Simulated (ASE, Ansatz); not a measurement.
# Convergence of a linear-scaling basis for CdH14C4SN2Cl2O5 (P2_1) (58 atoms), part 2 of 3

Wanted: errors and times of a linear-scaling basis for CdH14C4SN2Cl2O5 (P2_1) (58 atoms). A setting counts as converged where the r.m.s. difference of forces stays under 1 % of the r.m.s. force.

Ansatz 0.2.0; Kohn-Sham DFT, PBE+D3(BJ), PAW (set soft_2), plane waves.

The cell: 2 Cd, 28 H, 8 C, 2 S, 4 N, 4 Cl and 10 O. Only the Γ point is sampled, in a cell whose shortest periodic width is 7 Å.

So far. Step 4 (Support functions medium): Forces differ from the reference by 1.1 meV/Å r.m.s., 0.19 % of their size, well within a tolerance of 1 %; the energy by -0.46 meV/atom. It took 12 times the reference's time (shared host, so rough). Step 5 (Support functions low): Forces differ from the reference by 1.1 meV/Å r.m.s., 0.20 % of their size, well within a tolerance of 1 %; the energy by -0.46 meV/atom. It took 10 times the reference's time (shared host, so rough).

## (6) Support functions high

With localised support functions most steps grow linearly with size, though the diagonalisation grows faster unless the density matrix is cut; this run measures error and cost at this size. Besides, the program derives a nominal cutoff of 631 eV for this run, against the reference's 750.

This step: Kohn-Sham DFT, PBE+D3(BJ), PAW (set soft_2), localised support functions (high) (Ansatz 0.2.0).

Contents of input.yaml:

```yaml
crystal:
  lattice:
    - [9.35, 0.0, 0.0]
    - [0.0, 7.4689, 0.0]
    - [-4.15317, 0.0, 8.46495]
  atoms:
    [... the 58 atom lines of step 2 ...]
kpoints:
  mp_grid: { grid: [1, 1, 1] }
hamiltonian:
  xc: pbe
  dispersion: d3bj
scf:
  occupations: { method: fixed }
  eigensolver: { kind: { support_functions: { accuracy: high } } }
  max_iter: 150
output:
  forces: true
  eigenvalues: true
```

Command:

```sh
$ ansatz run input.yaml --threads 4 --pin off --max-ram 8192MiB --backend cpu --events-out ev --progress --plain --runs-dir out
```

The log of the run:

```text
[...]
Crystal: 58 atoms, lattice volume = 591.143 Å³
Basis set: ecut = 631 eV, 21325 PW (Γ), exchange–correlation on 216×144×216 points (8 copies of the dense FFT grid, shifted against one another)
Bands: 132, of which v1, the nominal top of the filled ones, is band 110 counted from 1 (109 counted from 0)
Symmetry: 1 space group operations
k-points: 1
[...]
SCF iter   1: F=—  HF=-32318.110628 eV  |F-HF|=—  |Δ(HF+E_count)|=         —  Δρ=1.14e-1  dr2=9.12e1  ethr=1.00e-1
[...]
SCF iter  20: F=—  HF=-32308.802910 eV  |F-HF|=—  |Δ(HF+E_count)|=   3.99e-6  Δρ=6.35e-8  dr2=3.00e-11  ethr=1.00e-12  κ⁻¹=4.0e-6(r=7)
SCF iter  21: F=-32308.802912 eV  HF=-32308.802912 eV  |F-HF|=0.00e0  |Δ(HF+E_count)|=   2.08e-6  Δρ=9.26e-8  dr2=3.47e-11  ethr=1.00e-12
SCF 1 converged in 21 iterations: F = -32308.802957 eV  dr2 = 3.47e-11
[...]
SCF converged after 21 iterations
[...]
Free energy (F): -32308.802957 eV
[...]
Internal energy: -32308.802957 eV  (E = F + TS)
E sigma→0 (E₀):  -32308.802957 eV
Fermi energy:    1.648160 eV
[...]
Σ components = -32308.802957   (vs F -32308.802957, Δ=0.00e0)
--- Forces (eV/Å), atoms counted from 1 ---
  atom   1  Cd     0.03781424     0.00875954    -0.02099065
  atom   2  Cd    -0.03780968     0.00875992     0.02098492
  atom   3  H     -0.92580919    -0.00628524    -1.00723859
  atom   4  H      0.92580753    -0.00628655     1.00724173
[...]
atom  58  O      0.23765680     0.44200320    -0.76764620
  max |Σ_I F_I| component: 3.70e-4 eV/Å
--- Band table (eV) ---
[...]
```

Run time: 14 min. Hardware: 4 threads of Arm Neoverse N1, shared host; peak memory 6.5 GiB; 57 min of CPU time.

Keys that differ from the reference: basis.ecutwfc removed, support_functions.accuracy = "high" and scf.max_iter = 150.

Forces differ from the reference by 0.82 meV/Å r.m.s., 0.15 % of their size, well within a tolerance of 1 %; the energy by -0.54 meV/atom. It took 96 times the reference's time (shared host, so rough).

## (7) Support functions medium, spacing 0.33 Å

The grid spacing sets how fine a wave the support functions can hold. Besides, the program derives a nominal cutoff of 464 eV for this run, against the reference's 750.

This step: Kohn-Sham DFT, PBE+D3(BJ), PAW (set soft_2), localised support functions (medium) (Ansatz 0.2.0).

input.yaml, the sections that differ from step 6:

```yaml
scf:
  occupations: { method: fixed }
  eigensolver: { kind: { support_functions: { accuracy: medium, spacing: 0.33 } } }
  max_iter: 150
# crystal, kpoints, hamiltonian, output: as in step 6
```

The log of the run:

```text
[...]
Crystal: 58 atoms, lattice volume = 591.143 Å³
Basis set: ecut = 464 eV, 13409 PW (Γ), exchange–correlation on 144×108×144 points (8 copies of the dense FFT grid, shifted against one another)
Bands: 132, of which v1, the nominal top of the filled ones, is band 110 counted from 1 (109 counted from 0)
Symmetry: 1 space group operations
k-points: 1
[...]
SCF iter   1: F=—  HF=-32311.253471 eV  |F-HF|=—  |Δ(HF+E_count)|=         —  Δρ=1.13e-1  dr2=9.03e1  ethr=1.00e-1
[...]
SCF iter  13: F=-32307.762956 eV  HF=-32307.762956 eV  |F-HF|=4.56e-8  |Δ(HF+E_count)|=   5.32e-7  Δρ=3.99e-6  dr2=2.13e-7  ethr=7.19e-10
SCF 1 converged in 13 iterations: F = -32307.770725 eV  dr2 = 2.13e-7
[...]
SCF converged after 13 iterations
[...]
Free energy (F): -32307.770725 eV
[...]
Internal energy: -32307.770725 eV  (E = F + TS)
E sigma→0 (E₀):  -32307.770725 eV
Fermi energy:    1.653175 eV
[...]
--- Forces (eV/Å), atoms counted from 1 ---
  atom   1  Cd     0.03181812     0.01333321    -0.01516617
  atom   2  Cd    -0.03226179     0.01356127     0.01490863
  atom   3  H     -0.89038074    -0.08259065    -0.97310803
  atom   4  H      0.89014040    -0.08266882     0.97290500
  atom   5  H      0.55944195     1.25821438    -0.12807022
  atom   6  H     -0.55924871     1.25811071     0.12779424
  atom   7  H     -0.09659741    -0.09894038    -0.24726927
  atom   8  H      0.09668721    -0.09924053     0.24763171
  atom   9  H     -0.02643176     0.17035840    -0.07358001
  atom  10  H      0.02621502     0.16993138     0.07355145
  atom  11  H      0.39195887     0.09576740     0.12472528
  atom  12  H     -0.39213821     0.09552446    -0.12463374
  atom  13  H     -0.10980587    -0.05588687     0.16000133
  atom  14  H      0.10968523    -0.05644256    -0.15993358
[...]
atom  57  O     -0.30833093     0.38274659     0.76339738
  atom  58  O      0.30835372     0.38214657    -0.76282645
  max |Σ_I F_I| component: 2.61e-1 eV/Å
--- Band table (eV) ---
[...]
```

Elapsed: 47 s, on 4 threads; peak memory 1.1 GiB.

The program notes that the forces don't sum to zero within tolerance and the grid leaves an egg-box force.

Forces differ from the reference by 39 meV/Å r.m.s., 7.1 % of their size, far over a tolerance of 1 %; the energy by +17 meV/atom and the gap by -0.0098 eV. It took 5.2 times the reference's time (shared host, so rough). The setting is coarser than the default on purpose.

## (8) Support functions medium, spacing 0.275 Å

The grid spacing sets how fine a wave the support functions can hold. Besides, the program derives a nominal cutoff of 464 eV for this run, against the reference's 750.

input.yaml, the sections that differ from step 7:

```yaml
scf:
  occupations: { method: fixed }
  eigensolver: { kind: { support_functions: { accuracy: medium, spacing: 0.275 } } }
  max_iter: 150
# crystal, kpoints, hamiltonian, output: as in step 7
```

The log of the run:

```text
[...]
Crystal: 58 atoms, lattice volume = 591.143 Å³
Basis set: ecut = 464 eV, 13409 PW (Γ), exchange–correlation on 144×108×144 points (8 copies of the dense FFT grid, shifted against one another)
Bands: 132, of which v1, the nominal top of the filled ones, is band 110 counted from 1 (109 counted from 0)
Symmetry: 1 space group operations
k-points: 1
[...]
SCF iter   1: F=—  HF=-32314.791308 eV  |F-HF|=—  |Δ(HF+E_count)|=         —  Δρ=1.14e-1  dr2=9.06e1  ethr=1.00e-1
[...]
SCF iter  13: F=-32308.852487 eV  HF=-32308.852487 eV  |F-HF|=7.21e-8  |Δ(HF+E_count)|=   4.83e-7  Δρ=4.27e-6  dr2=2.68e-7  ethr=8.23e-10
SCF 1 converged in 13 iterations: F = -32308.862746 eV  dr2 = 2.68e-7
[...]
SCF converged after 13 iterations
[...]
Free energy (F): -32308.862746 eV
[...]
Internal energy: -32308.862746 eV  (E = F + TS)
E sigma→0 (E₀):  -32308.862746 eV
Fermi energy:    1.648672 eV
[...]
--- Forces (eV/Å), atoms counted from 1 ---
  atom   1  Cd     0.03823689     0.00920313    -0.02095267
  atom   2  Cd    -0.03764816     0.00913284     0.02147107
  atom   3  H     -0.92028239    -0.00280349    -0.99649668
  atom   4  H      0.92073127    -0.00293105     0.99653468
  atom   5  H      0.54111614     1.37287158    -0.11390107
  atom   6  H     -0.54140858     1.37361611     0.11351594
  atom   7  H     -0.09856027    -0.17996334    -0.24156707
  atom   8  H      0.09878397    -0.18000393     0.24106701
  atom   9  H     -0.03015279     0.14810381    -0.09091333
  atom  10  H      0.03012046     0.14800838     0.09124548
  atom  11  H      0.38447424     0.17780817     0.13527543
  atom  12  H     -0.38436561     0.17772954    -0.13559365
  atom  13  H     -0.08799769    -0.09635992     0.16526531
  atom  14  H      0.08755959    -0.09625823    -0.16544563
[...]
atom  57  O     -0.23638613     0.43285356     0.76398477
  atom  58  O      0.23638591     0.43277925    -0.76356188
  max |Σ_I F_I| component: 1.51e-2 eV/Å
--- Band table (eV) ---
[...]
```

Elapsed: 49 s, on 4 threads; peak memory 1.2 GiB.

Forces differ from the reference by 6.2 meV/Å r.m.s., 1.1 % of their size, over a tolerance of 1 %; the energy by -1.6 meV/atom. It took 5.4 times the reference's time (shared host, so rough). The setting is coarser than the default on purpose.

## (9) Support functions medium, spacing 0.238 Å

The grid spacing sets how fine a wave the support functions can hold. Besides, the program derives a nominal cutoff of 464 eV for this run, against the reference's 750.

input.yaml, the sections that differ from step 8:

```yaml
scf:
  occupations: { method: fixed }
  eigensolver: { kind: { support_functions: { accuracy: medium, spacing: 0.238 } } }
  max_iter: 150
# crystal, kpoints, hamiltonian, output: as in step 8
```

The log of the run:

```text
[...]
Crystal: 58 atoms, lattice volume = 591.143 Å³
Basis set: ecut = 464 eV, 13409 PW (Γ), exchange–correlation on 144×108×144 points (8 copies of the dense FFT grid, shifted against one another)
Bands: 132, of which v1, the nominal top of the filled ones, is band 110 counted from 1 (109 counted from 0)
Symmetry: 1 space group operations
k-points: 1
[...]
SCF iter   1: F=—  HF=-32315.997165 eV  |F-HF|=—  |Δ(HF+E_count)|=         —  Δρ=1.14e-1  dr2=9.07e1  ethr=1.00e-1
[...]
SCF iter  13: F=-32308.789303 eV  HF=-32308.789303 eV  |F-HF|=1.91e-8  |Δ(HF+E_count)|=   7.85e-4  Δρ=8.25e-6  dr2=6.85e-7  ethr=1.10e-9
SCF 1 converged in 13 iterations: F = -32308.798414 eV  dr2 = 6.85e-7
[...]
SCF converged after 13 iterations
[...]
Free energy (F): -32308.798414 eV
[...]
Internal energy: -32308.798414 eV  (E = F + TS)
E sigma→0 (E₀):  -32308.798414 eV
Fermi energy:    1.648539 eV
[...]
--- Forces (eV/Å), atoms counted from 1 ---
  atom   1  Cd     0.03776950     0.00827618    -0.02118336
  atom   2  Cd    -0.03784785     0.00862316     0.02103388
  atom   3  H     -0.92566462    -0.00617417    -1.00741698
  atom   4  H      0.92595475    -0.00643495     1.00718805
  atom   5  H      0.53865084     1.37168849    -0.11432850
  atom   6  H     -0.53915564     1.37219448     0.11403519
  atom   7  H     -0.09640515    -0.17990319    -0.24275180
  atom   8  H      0.09628117    -0.17967760     0.24285992
  atom   9  H     -0.02843425     0.14975724    -0.08992231
  atom  10  H      0.02860450     0.14978171     0.08994359
  atom  11  H      0.38304538     0.17330946     0.13446673
  atom  12  H     -0.38261111     0.17292919    -0.13479199
  atom  13  H     -0.07991628    -0.09579203     0.15167014
  atom  14  H      0.07963974    -0.09571262    -0.15155124
[...]
atom  57  O     -0.23797757     0.44154848     0.76860544
  atom  58  O      0.23775514     0.44189576    -0.76795332
  max |Σ_I F_I| component: 8.49e-3 eV/Å
--- Band table (eV) ---
[...]
```

Elapsed: 80 s, on 4 threads; peak memory 1.6 GiB.

Forces differ from the reference by 1.0 meV/Å r.m.s., 0.19 % of their size, well within a tolerance of 1 %; the energy by -0.47 meV/atom. It took 8.9 times the reference's time (shared host, so rough). The setting is coarser than the default on purpose.

## (10) Support functions medium, spacing 0.211 Å

The grid spacing sets how fine a wave the support functions can hold. Besides, the program derives a nominal cutoff of 464 eV for this run, against the reference's 750.

input.yaml, the sections that differ from step 9:

```yaml
scf:
  occupations: { method: fixed }
  eigensolver: { kind: { support_functions: { accuracy: medium, spacing: 0.211 } } }
  max_iter: 150
# crystal, kpoints, hamiltonian, output: as in step 9
```

The log of the run:

```text
[...]
Crystal: 58 atoms, lattice volume = 591.143 Å³
Basis set: ecut = 464 eV, 13409 PW (Γ), exchange–correlation on 144×108×144 points (8 copies of the dense FFT grid, shifted against one another)
Bands: 132, of which v1, the nominal top of the filled ones, is band 110 counted from 1 (109 counted from 0)
Symmetry: 1 space group operations
k-points: 1
[...]
SCF iter   1: F=—  HF=-32315.981278 eV  |F-HF|=—  |Δ(HF+E_count)|=         —  Δρ=1.14e-1  dr2=9.07e1  ethr=1.00e-1
[...]
SCF iter  12: F=—  HF=-32308.793843 eV  |F-HF|=—  |Δ(HF+E_count)|=   9.79e-4  Δρ=1.59e-5  dr2=2.41e-6  ethr=7.42e-9  κ⁻¹=1.8e-6(r=7)
SCF iter  13: F=-32308.794628 eV  HF=-32308.794628 eV  |F-HF|=2.01e-8  |Δ(HF+E_count)|=   7.85e-4  Δρ=8.25e-6  dr2=6.86e-7  ethr=1.10e-9
SCF 1 converged in 13 iterations: F = -32308.803739 eV  dr2 = 6.86e-7
[...]
SCF converged after 13 iterations
[...]
Free energy (F): -32308.803739 eV
[...]
Internal energy: -32308.803739 eV  (E = F + TS)
E sigma→0 (E₀):  -32308.803739 eV
Fermi energy:    1.648499 eV
[...]
Σ components = -32308.803739   (vs F -32308.803739, Δ=0.00e0)
--- Forces (eV/Å), atoms counted from 1 ---
  atom   1  Cd     0.03774116     0.00826919    -0.02113995
  atom   2  Cd    -0.03781921     0.00861534     0.02099115
  atom   3  H     -0.92547276    -0.00614338    -1.00704330
  atom   4  H      0.92576169    -0.00640360     1.00681439
[...]
atom  58  O      0.23772518     0.44200742    -0.76753686
  max |Σ_I F_I| component: 6.58e-3 eV/Å
--- Band table (eV) ---
[...]
```

Wall time 79 s (4 threads); peak memory 1.6 GiB.

Keys that differ from the reference: basis.ecutwfc removed, support_functions.accuracy = "medium", support_functions.spacing = 0.211 and scf.max_iter = 150.

Forces differ from the reference by 0.96 meV/Å r.m.s., 0.18 % of their size, well within a tolerance of 1 %; the energy by -0.56 meV/atom. It took 8.8 times the reference's time (shared host, so rough).

## (11) Support functions medium, spacing 0.165 Å

The grid spacing sets how fine a wave the support functions can hold. Besides, the program derives a nominal cutoff of 464 eV for this run, against the reference's 750.

input.yaml, the sections that differ from step 10:

```yaml
scf:
  occupations: { method: fixed }
  eigensolver: { kind: { support_functions: { accuracy: medium, spacing: 0.165 } } }
  max_iter: 150
# crystal, kpoints, hamiltonian, output: as in step 10
```

The log of the run:

```text
[...]
Crystal: 58 atoms, lattice volume = 591.143 Å³
Basis set: ecut = 464 eV, 13409 PW (Γ), exchange–correlation on 150×120×150 points (8 copies of the dense FFT grid, shifted against one another)
Bands: 132, of which v1, the nominal top of the filled ones, is band 110 counted from 1 (109 counted from 0)
Symmetry: 1 space group operations
k-points: 1
[...]
SCF iter   1: F=—  HF=-32316.345539 eV  |F-HF|=—  |Δ(HF+E_count)|=         —  Δρ=1.13e-1  dr2=9.07e1  ethr=1.00e-1
[...]
SCF iter  12: F=—  HF=-32308.788770 eV  |F-HF|=—  |Δ(HF+E_count)|=   9.74e-4  Δρ=1.48e-5  dr2=2.84e-6  ethr=9.53e-9  κ⁻¹=1.6e-6(r=7)
SCF iter  13: F=-32308.789568 eV  HF=-32308.789568 eV  |F-HF|=7.39e-8  |Δ(HF+E_count)|=   7.97e-4  Δρ=8.29e-6  dr2=6.81e-7  ethr=1.29e-9
SCF 1 converged in 13 iterations: F = -32308.800436 eV  dr2 = 6.81e-7
[...]
SCF converged after 13 iterations
[...]
Free energy (F): -32308.800436 eV
[...]
Internal energy: -32308.800436 eV  (E = F + TS)
E sigma→0 (E₀):  -32308.800436 eV
Fermi energy:    1.648434 eV
[...]
Σ components = -32308.800436   (vs F -32308.800436, Δ=0.00e0)
--- Forces (eV/Å), atoms counted from 1 ---
  atom   1  Cd     0.03789379     0.00851943    -0.02144982
  atom   2  Cd    -0.03785408     0.00879917     0.02120865
  atom   3  H     -0.92575527    -0.00671526    -1.00700808
  atom   4  H      0.92580267    -0.00642031     1.00696148
[...]
atom  58  O      0.23810362     0.44287553    -0.76719381
  max |Σ_I F_I| component: 3.08e-3 eV/Å
--- Band table (eV) ---
[...]
```

The job ended after 1.9 min (4 threads; peak memory 2.3 GiB; 7.2 min of CPU time).

Keys that differ from the reference: basis.ecutwfc removed, support_functions.accuracy = "medium", support_functions.spacing = 0.165 and scf.max_iter = 150.

Forces differ from the reference by 1.0 meV/Å r.m.s., 0.19 % of their size, well within a tolerance of 1 %; the energy by -0.50 meV/atom. It took 12 times the reference's time (shared host, so rough).

## (12) Support functions medium, spacing 0.147 Å

The grid spacing sets how fine a wave the support functions can hold. Besides, the program derives a nominal cutoff of 464 eV for this run, against the reference's 750.

input.yaml, the sections that differ from step 11:

```yaml
scf:
  occupations: { method: fixed }
  eigensolver: { kind: { support_functions: { accuracy: medium, spacing: 0.147 } } }
  max_iter: 150
# crystal, kpoints, hamiltonian, output: as in step 11
```

The log of the run:

```text
[...]
Crystal: 58 atoms, lattice volume = 591.143 Å³
Basis set: ecut = 464 eV, 13409 PW (Γ), exchange–correlation on 180×144×180 points (8 copies of the dense FFT grid, shifted against one another)
Bands: 132, of which v1, the nominal top of the filled ones, is band 110 counted from 1 (109 counted from 0)
Symmetry: 1 space group operations
k-points: 1
[...]
SCF iter   1: F=—  HF=-32316.416339 eV  |F-HF|=—  |Δ(HF+E_count)|=         —  Δρ=1.13e-1  dr2=9.07e1  ethr=1.00e-1
[...]
SCF iter  12: F=—  HF=-32308.790432 eV  |F-HF|=—  |Δ(HF+E_count)|=   1.10e-3  Δρ=1.70e-5  dr2=2.96e-6  ethr=6.79e-9  κ⁻¹=2.0e-6(r=7)
SCF iter  13: F=-32308.791315 eV  HF=-32308.791314 eV  |F-HF|=2.84e-7  |Δ(HF+E_count)|=   8.83e-4  Δρ=7.82e-6  dr2=5.93e-7  ethr=1.34e-9
SCF 1 converged in 13 iterations: F = -32308.802173 eV  dr2 = 5.93e-7
[...]
SCF converged after 13 iterations
[...]
Free energy (F): -32308.802173 eV
[...]
Internal energy: -32308.802173 eV  (E = F + TS)
E sigma→0 (E₀):  -32308.802173 eV
Fermi energy:    1.648184 eV
[...]
Σ components = -32308.802173   (vs F -32308.802173, Δ=0.00e0)
--- Forces (eV/Å), atoms counted from 1 ---
  atom   1  Cd     0.03805300     0.00879854    -0.02088575
  atom   2  Cd    -0.03811296     0.00833933     0.02107576
  atom   3  H     -0.92568452    -0.00638618    -1.00757326
  atom   4  H      0.92560194    -0.00650390     1.00732606
[...]
atom  58  O      0.23814467     0.44284922    -0.76746439
  max |Σ_I F_I| component: 5.69e-3 eV/Å
--- Band table (eV) ---
[...]
```

Run time: 2.6 min. Hardware: 4 threads; peak memory 3.2 GiB.

Keys that differ from the reference: basis.ecutwfc removed, support_functions.accuracy = "medium", support_functions.spacing = 0.147 and scf.max_iter = 150.

Forces differ from the reference by 1.0 meV/Å r.m.s., 0.18 % of their size, well within a tolerance of 1 %; the energy by -0.53 meV/atom. It took 17 times the reference's time (shared host, so rough).

(Part 2 of 3 ends here.)

[Long decimals in the printed logs are rounded to 6 places.]

[Logs are printed without paths, hosts, clocks, repeated set-up lines and the standing remarks that a program may print on its own settings, such as how far it seeks lower states.]

[Hosts, paths, dates, database ids (printed as entryN), source tags and the programs' standing remarks are cut or masked in the printed files.]
